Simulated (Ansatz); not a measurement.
# GaCuW in the AlB2 type: Migdal–Eliashberg transition temperature, part 3 of 3

Aim: the phonon-mediated transition temperature of GaCuW in the AlB2 type at ambient pressure, over a range of μ*. The cell shown first is a relaxed one, from steps not shown here.

Ansatz 0.2.0; DFT PBE, scalar-relativistic, plane waves, PAW; PAW set soft_1.

So far, log mean phonon energy ħω_log (meV): step 2 (resistivity: q 3×3×3, k 6×6×9, scattering 8×8×12) 13.7; step 3 (scattering mesh 18×18×20) 13.6.

The structure was built from a prototype and need not be the compound's stable phase.

## (4) Resistivity: q 3×3×3, k 9×9×9, scattering 12×12×16

The next rung changes the k mesh of the density and its response; the scattering mesh, which samples the Fermi surface.

input.yaml

```yaml
crystal:
  lattice:
    - [4.2302088612, 0.0, 0.0]
    - [-2.1151044306, 3.6634683371, 0.0]
    - [0.0, 0.0, 2.7597669953]
  atoms:
    - { symbol: W, position: [0.0, 0.0, 0.0] }
    - { symbol: Ga, position: [0.3333333333, 0.6666666667, 0.5] }
    - { symbol: Cu, position: [0.6666666667, 0.3333333333, 0.5] }
kpoints:
  mp_grid: { grid: [9, 9, 9] }
hamiltonian:
  xc: pbe
  pseudopotentials: { kind: paw, azcp: { folder: soft_1 } }
scf:
  occupations: { method: methfessel_paxton, width: 0.2 }
output:
  eigenvalues: true
phonons:
  method: dfpt
  qmesh: [3, 3, 3]
  temperatures: { t_max: 1000, t_step: 50 }
  qpath:
    path:
      - [[0.0, 0.0, 0.0], [0.5, 0.0, 0.0], [0.33333333, 0.33333333, 0.0], [0.0, 0.0, 0.0], [0.0, 0.0, 0.5], [0.5, 0.0, 0.5], [0.33333333, 0.33333333, 0.5], [0.0, 0.0, 0.5]]
      - [[0.5, 0.0, 0.5], [0.5, 0.0, 0.0]]
      - [[0.33333333, 0.33333333, 0.5], [0.33333333, 0.33333333, 0.0]]
    npoints: 10
  electrical_resistivity:
    mesh: [12, 12, 16]
    temperatures: [20.0, 50.0, 77.0, 100.0, 150.0, 200.0, 300.0, 400.0, 600.0, 800.0]
  superconductivity: { mesh: [12, 12, 16] }
```

The run is started by

```bash
ansatz run input.yaml --threads 4 --pin off --max-ram 12288MiB --backend cpu --events-out ev --progress --plain --runs-dir out
```

Numbers of over 12 decimals in the logs are rounded to 6 here.

Log:

```text
[...]
Crystal: 3 atoms, lattice volume = 42.769 Å³
Basis set: ecut = 420 eV, 843 PW (Γ), exchange–correlation on 60×60×40 points (8 copies of the dense FFT grid, shifted against one another)
Bands: 28, of which v1, the nominal top of the filled ones, is band 23 counted from 1 (22 counted from 0)
Symmetry: 12 space group operations
k-points: 60 of 729 (time reversal used)
[...]
SCF iter   1: F=—  HF=-20794.867721 eV  |F-HF|=—  |Δ(HF+E_count)|=         —  Δρ=1.67e-1  dr2=8.64e0  ethr=3.10e-3  ⟨swp⟩=4.1  Hψ=5678  notcnv=0
[...]
SCF iter  12: F=-20793.390175 eV  HF=-20793.390175 eV  |F-HF|=0.00e0  |Δ(HF+E_count)|=  3.64e-12  S|Δr|=    0.00e0  Δρ=1.12e-8  dr2=2.67e-14  ethr=1.00e-12  ⟨swp⟩=5.6  Hψ=6774  notcnv=0
SCF 1 converged in 12 iterations: F = -20793.390175 eV  dr2 = 2.67e-14
[...]
SCF iter   3: F=-20793.390175 eV  HF=-20793.390175 eV  |F-HF|=3.64e-12  |Δ(HF+E_count)|=  1.09e-11  S|Δr|=    0.00e0  Δρ=1.21e-7  dr2=5.73e-12  ethr=1.00e-12  ⟨swp⟩=1.4  Hψ=3653  notcnv=0
SCF 2 converged in 3 iterations: F = -20793.390175 eV  dr2 = 5.73e-12
[...]
SCF iter   1: F=—  HF=-20794.867721 eV  |F-HF|=—  |Δ(HF+E_count)|=         —  Δρ=1.67e-1  dr2=8.64e0  ethr=3.10e-3  ⟨swp⟩=4.1  Hψ=5678  notcnv=0
[...]
SCF iter  12: F=-20793.390175 eV  HF=-20793.390175 eV  |F-HF|=0.00e0  |Δ(HF+E_count)|=  3.64e-12  S|Δr|=    0.00e0  Δρ=1.09e-8  dr2=2.67e-14  ethr=1.00e-12  ⟨swp⟩=2.0  Hψ=3284  notcnv=0
SCF 3 converged in 12 iterations: F = -20793.390175 eV  dr2 = 2.67e-14
[...]
SCF converged after 12 iterations
[...]
Free energy (F): -20793.390175 eV
[...]
Internal energy: -20793.387234 eV  (E = F + TS)
E sigma→0 (E₀):  -20793.389440 eV
Entropy (-TS):   -0.002940 eV (-0.980 meV/atom)
Fermi energy:    17.310445 eV
[...]
--- Band table (eV; the first three rows and the last of 60) ---
  k-point 0: bands = [... 19 lower, 14.5387, 14.5587, 14.5587, 19.0222, 19.6653, 19.6653, 20.8951, 20.8951, ... 1 higher]
  k-point 1: bands = [... 19 lower, 14.9430, 14.9430, 14.9607, 18.5398, 18.5398, 19.1588, 22.1616, 22.1616, ... 1 higher]
  k-point 2: bands = [... 19 lower, 15.6165, 15.6165, 16.0377, 17.3097, 17.3097, 19.5459, 20.9061, 23.3373, ... 1 higher]
  k-point 59: bands = [... 19 lower, 14.9339, 15.1158, 15.9908, 16.3417, 18.4955, 19.6960, 19.8646, 20.4081, ... 1 higher]
[...]
ASR residual: 8.340e-6 → 0.000e0 eV/Å²; symmetrization residual: 2.112e-7 eV/Å²
  ASR residual per site (eV/Å²): 8.34e-6 6.36e-6 2.85e-6
  Γ frequencies (cm⁻¹): 0.00 0.00 0.00 94.27 125.82 167.85 167.85 248.07 248.07
--- Phonons (arbitrary-q DFPT): 6 irreducible q on the 3×3×3 mesh ---
[...]
interpolated dispersion: 93 rows × 9 modes
[...]
--- Electrical resistivity: potentials and phonons of a 3×3×3 supercell ---
[...]
at the Fermi level of each mesh (of a tensor a third of its trace):
[...]
12×12×16                     1.1265              4.4949    0.4140    0.4511          13.715
          6×6×8                     1.1378              4.3929    0.4475    0.4758          13.907
          3×3×4                     0.9380              4.9351    0.3610    0.4448          14.177
  resistivity on the deck's mesh, µΩ·cm:
[...]
20.00     5.6295e-2              no     7.1543e-2     7.1542e-2     2.5799e-2       1.2776e-1         5.9618e-2
     50.00      1.8719e0              no      2.2920e0      2.2920e0      1.0316e0        2.3630e0          1.8917e0
     77.00      4.7776e0              no      5.8164e0      5.8164e0      2.7001e0        5.3774e0          4.8427e0
    100.00      7.3984e0              no      8.9891e0      8.9891e0      4.2170e0        8.0516e0          7.5060e0
    150.00      1.2989e1              no      1.5756e1      1.5756e1      7.4543e0        1.3829e1          1.3184e1
    200.00      1.8413e1              no      2.2327e1      2.2327e1      1.0584e1        1.9543e1          1.8690e1
    300.00      2.8994e1              no      3.5174e1      3.5174e1      1.6634e1        3.0914e1          2.9426e1
    400.00      3.9356e1              no      4.7800e1      4.7800e1      2.2468e1        4.2225e1          3.9942e1
    600.00      5.9792e1              no      7.2823e1      7.2823e1      3.3730e1        6.4683e1          6.0706e1
    800.00      8.0290e1              no      9.8031e1      9.8030e1      4.4810e1        8.7154e1          8.1573e1
[...]
vibrations of 27 cells: unjudged by the run; compare a larger repeat
[...]
--- Superconductivity: potentials and phonons of a 3×3×3 supercell ---
           mesh         λ    ħω_log (meV)  μ* declared at (meV)
       12×12×16    0.4140          13.715               15.756
          6×6×8    0.4475          13.907               15.694
          3×3×4    0.3610          14.177               15.908
  λ by the species' shares of the modes' patterns: W 0.2044, Ga 0.0935, Cu 0.1161
[...]
0.08      1.217         1.239         1.146         1.144         1.344         1.345          1.346
      0.10      0.809         0.822         0.741         0.741         0.916         0.918          0.917
      0.12      0.497         0.504         0.445         0.447         0.592         0.595          0.593
      0.13      0.375         0.381         0.333         0.336         0.465         0.468          0.467
      0.14      0.275         0.279         0.243         0.246         0.359         0.363          0.361
      0.16      0.133         0.135         0.117         0.120         0.202         0.206          0.204
      0.20      0.016         0.016    none_found    none_found    none_found    none_found     none_found
  none_found: no transition down to 0.1 K
[...]
vibrations of 27 cells: unjudged by the run; compare a larger repeat
[...]
```

The job ended after 12 min (4 threads of Arm Neoverse V2, shared host; peak memory 5.4 GiB).

This step gave:

```
zero point energy                                 : 0.08462 eV/cell
highest frequency, solved or plainly interpolated : 265.1 cm⁻¹
Debye temperature (second moment)                 : 303 K
resistivity at 300 K                              : 28.99 μΩ cm, mean of the axes
coupling constant λ                               : 0.414
density of states at the Fermi level              : 1.127 states/eV a spin and cell
log mean phonon energy ħω_log                     : 13.71 meV
transport coupling constant λ_tr                  : 0.4582, 0.4582, 0.4369 (xx, yy, zz)
Drude plasma energy                               : 3.881, 3.881, 5.522 eV (xx, yy, zz)
resistivity times mean free path                  : 12.69, 12.69, 7.445 × 10⁻¹⁶ Ω m² (xx, yy, zz)
second-moment phonon energy ħω₂                   : 15.76 meV
```

An empty cell: under 1 mK by a formula, or no transition down to the floor of the Eliashberg search. Transition temperatures:

```
  μ*  McMillan Tc (K)  Allen–Dynes Tc (K)  isotropic Fermi-surface Tc (K)  isotropic full bandwidth Tc (K)  anisotropic Fermi-surface Tc (K)  anisotropic full bandwidth Tc (K)  anisotropic narrow window Tc (K)
0.08             1.22                1.24                            1.15                             1.14                              1.34                               1.35                              1.35
 0.1            0.809               0.822                           0.741                            0.741                             0.916                              0.918                             0.917
0.12            0.497               0.504                           0.445                            0.447                             0.592                              0.595                             0.593
0.13            0.375               0.381                           0.333                            0.336                             0.465                              0.468                             0.467
0.14            0.275               0.279                           0.243                            0.246                             0.359                              0.363                             0.361
0.16            0.133               0.135                           0.117                             0.12                             0.202                              0.206                             0.204
 0.2           0.0157              0.0159                               -                                -                                 -                                  -                                 -
```

The Eliashberg function α²F has structure finer than the step of the table below, so its rows give means over 1 meV, whole bins alone (the curve runs from 0.128 to 32.7 meV). Peaks (meV: height): α²F 11.9: 0.306, 14.2: 0.400, 16.3: 0.284, 17.1: 0.258, 19.6: 0.147, 24.8: 0.0983, 28.6: 0.109; α²F tr 9.1: 0.288, 10.4: 0.304, 11.9: 0.289, 14.2: 0.374, 16.3: 0.282, 16.8: 0.266, 20.1: 0.168.

Eliashberg function α²F against phonon energy; means over each step:

```
phonon energy (meV)      α²F   α²F tr
                  1   4.4e-6        0
                  2   1.8e-4   4.8e-5
                  3  0.00114   4.9e-4
                  4  0.00349  0.00224
                  5  0.00759  0.00653
                  6   0.0136   0.0147
                  7   0.0218   0.0269
                  8   0.0371   0.0501
                  9    0.110    0.178
                 10    0.173    0.234
                 11    0.240    0.235
                 12    0.258    0.244
                 13    0.221    0.231
                 14    0.290    0.291
                 15    0.231    0.234
                 16    0.219    0.218
                 17    0.219    0.222
                 18   0.0764   0.0763
                 19   0.0607   0.0693
                 20    0.136    0.151
                 21    0.115    0.127
                 22   0.0724   0.0728
                 23   0.0409   0.0464
                 24   0.0451   0.0500
                 25   0.0402   0.0374
                 26  0.00302  0.00224
                 27   0.0128   0.0130
                 28   0.0519   0.0600
                 29   0.0782   0.0864
                 30   0.0658   0.0714
                 31   0.0843   0.0829
                 32   0.0980    0.120
```

The Eliashberg function α²F has structure finer than the step of the table below, so its rows give means over 2 meV, whole bins alone (the curve runs from 0.128 to 32.7 meV). Peaks (meV: height): α²F 11.9: 0.306, 14.2: 0.400, 16.3: 0.284, 17.1: 0.258; W 11.9: 0.165, 13.0: 0.162, 14.2: 0.203, 16.8: 0.161; Ga 14.2: 0.0884, 19.6: 0.0585, 24.8: 0.073, 28.6: 0.0619; Cu 11.9: 0.0962, 14.2: 0.109, 15.3: 0.085, 17.1: 0.0837.

The Eliashberg function α²F by phonon energy; means over each step:

```
phonon energy (meV)      α²F        W       Ga       Cu
                  2   2.9e-4   1.6e-4   5.8e-5   4.5e-5
                  4  0.00369  0.00218   7.9e-4   7.2e-4
                  6   0.0138  0.00836  0.00284  0.00260
                  8   0.0440   0.0286  0.00792  0.00745
                 10    0.182    0.120   0.0213   0.0407
                 12    0.246    0.150   0.0320   0.0645
                 14    0.254    0.129   0.0567   0.0685
                 16    0.229    0.116   0.0465   0.0662
                 18   0.0994   0.0437   0.0215   0.0341
                 20    0.115   0.0247   0.0460   0.0446
                 22   0.0757  0.00919   0.0323   0.0342
                 24   0.0496  0.00747   0.0318   0.0103
                 26  0.00606   5.9e-4  0.00374  0.00172
                 28   0.0526  0.00319   0.0302   0.0192
                 30   0.0688  0.00227   0.0362   0.0303
```

Anisotropic full-bandwidth solution, weighted at the Fermi level. Gaps:

```
 mu*   T (K)  mean gap (meV)  5 % (meV)  95 % (meV)  mean Z
 0.1   0.229           0.129     0.0862       0.166    1.42
 0.1   0.459           0.123     0.0816       0.157    1.42
 0.1   0.688          0.0982     0.0652       0.126    1.42
 0.1   0.826          0.0661     0.0438      0.0847    1.42
0.13   0.117          0.0643     0.0387      0.0853    1.42
0.13   0.234          0.0608     0.0365      0.0805    1.42
0.13   0.351          0.0485     0.0291      0.0641    1.42
0.13   0.422          0.0326     0.0195       0.043    1.42
0.16  0.0514          0.0273     0.0142      0.0375    1.42
0.16   0.103          0.0256     0.0133      0.0352    1.42
0.16   0.154          0.0204     0.0106      0.0279    1.42
0.16   0.185          0.0137    0.00707      0.0187    1.42
```

dTc/da2F against phonon energy:

```
phonon energy (meV)  dTc/da2F (K/meV)
                  2                 -
                  3              2.74
                  4              2.28
                  5              1.96
                  6              1.72
                  7              1.52
                  8              1.37
                  9              1.24
                 10              1.14
                 11              1.05
                 12             0.971
                 13             0.903
                 14             0.844
                 15             0.790
                 16             0.743
                 17             0.701
                 18             0.662
                 19             0.627
                 20             0.595
                 21             0.566
                 22             0.539
                 23             0.515
                 24             0.493
                 25             0.471
                 26             0.452
                 27             0.434
                 28             0.416
                 29             0.401
                 30             0.386
                 31             0.372
                 32             0.359
```

Share of the Fermi-level states against lambda of a state:

```
lambda of a state  share of the Fermi-level states
            0.217                           1.0e-4
            0.236                           1.0e-4
            0.254                           8.0e-4
            0.273                           0.0181
            0.292                           0.0331
            0.310                           0.0946
            0.329                           0.0304
            0.347                            0.150
            0.366                           0.0369
            0.385                           0.0589
            0.403                            0.113
            0.422                           0.0708
            0.441                           0.0453
            0.459                           0.0724
            0.478                           0.0112
            0.497                            0.122
            0.515                            0.094
            0.534                           0.0152
            0.553                           3.0e-4
            0.571                           0.0123
            0.590                           6.0e-4
            0.609                           0.0175
            0.627                                0
            0.646                           0.0026
```

## (5) Outcome

| Property | Result |
| --- | --- |
| meshes | q 3×3×3, k 9×9×9, scattering 12×12×16 |
| coupling constant λ | 0.414 |
| log mean phonon energy ħω_log | 13.7 meV |
| Allen–Dynes Tc at μ* = 0.1 | 0.822 K |
| Allen–Dynes Tc at μ* = 0.13 | 0.381 K |
| anisotropic Eliashberg Tc at μ* = 0.1 | 0.918 K |
| anisotropic Eliashberg Tc at μ* = 0.13 | 0.468 K |

In the last run (PBE, q 3×3×3, k 9×9×9, scattering 12×12×16), with λ = 0.41 and ħω_log = 13.7 meV, Tc at μ* = 0.13 is 0.38 K by McMillan's formula, 0.38 K by Allen and Dynes's and 0.47 K by the anisotropic Eliashberg equations. Raising μ* from 0.10 to 0.16 lowers the Allen–Dynes value from 0.82 to 0.14 K. The mean gap at a quarter of Tc gives 2Δ/k_B Tc = 3.19, against 3.53 in weak-coupling theory. The gap spreads from 0.039 to 0.085 meV over nine tenths of the Fermi surface. By the run's own test λ is not converged in the fine mesh: it moves by 8 % between the two finest, and by up to 22 % in the other runs. The run's transport test calls it not converged in the mesh; ρ(300 K) moves by 9 % in the component that moves most. Over the runs, λ takes the values 0.430, 0.409 and 0.414, in the order shown. No spin–orbit coupling, which matters for W. The structure is a hand-built model. The compound is a prototype filled by a generator; whether it can be made, and whether it orders so, was not tested. μ* is a typed number, phonons are harmonic, and spin fluctuations are left out; at μ* = 0.13 McMillan's formula turns 1 % in λ into about 7.2 % in Tc.

[Logs are printed without paths, hosts, clocks, repeated set-up lines and the standing remarks that a program may print on its own settings, such as how far it seeks lower states.]

[Hosts, paths, dates, database ids (printed as entryN), source tags and the programs' standing remarks are cut or masked in the printed files.]
